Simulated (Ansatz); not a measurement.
An input for Ansatz 0.2.0 (Cs2InAgCl6 (Fm-3m)):

```yaml
crystal:
  lattice:
    - [0.0, 5.2345, 5.2345]
    - [5.2345, 0.0, 5.2345]
    - [5.2345, 5.2345, 0.0]
  atoms:
    - { symbol: Cs, position: [0.25, 0.25, 0.25] }
    - { symbol: Cs, position: [0.75, 0.75, 0.75] }
    - { symbol: In, position: [0.0, 0.0, 0.0] }
    - { symbol: Ag, position: [0.5, 0.5, 0.5] }
    - { symbol: Cl, position: [0.76021, 0.23979, 0.23979] }
    - { symbol: Cl, position: [0.23979, 0.76021, 0.23979] }
    - { symbol: Cl, position: [0.23979, 0.76021, 0.76021] }
    - { symbol: Cl, position: [0.76021, 0.23979, 0.76021] }
    - { symbol: Cl, position: [0.23979, 0.23979, 0.76021] }
    - { symbol: Cl, position: [0.76021, 0.76021, 0.23979] }
kpoints:
  mp_grid: { grid: [4, 4, 4] }
hamiltonian:
  xc: lda
scf:
  occupations: { method: fixed }
  n_extra_bands: 196
output:
  optics: { e_range: [0, 25], de: 0.1, sigma: 0.2 }
```

```sh
ansatz run input.yaml --threads 3 --pin off --max-ram 92160MiB --backend cuda --events-out ev --progress --plain --runs-dir out --devices 1 --max-vram 13GiB  # rebuilt from the run's record
```

Estimate wall time and host memory on 1 × NVIDIA H100 80GB HBM3 (shared by 6 runs) with 3 threads of AMD EPYC 7R13 (Zen 3), shared host.

It took 43 s; on shared hardware allow 21 s to 85 s. Peak host memory was 2.3 GiB.

[Paths, hosts, dates, memory and timing lines, banners, echoed tables and standing remarks are left out of the program output.]

[Logs are printed without paths, hosts, clocks, repeated set-up lines and the standing remarks that a program may print on its own settings, such as how far it seeks lower states.]

[Runs of the session that timed out or met a known fault of the program may be left out.]

[Cells called generated may have been cut or substituted from an entry of the Crystallography Open Database or the Materials Project.]

[Hosts, paths, dates, database ids (printed as entryN), source tags and the programs' standing remarks are cut or masked in the printed files.]
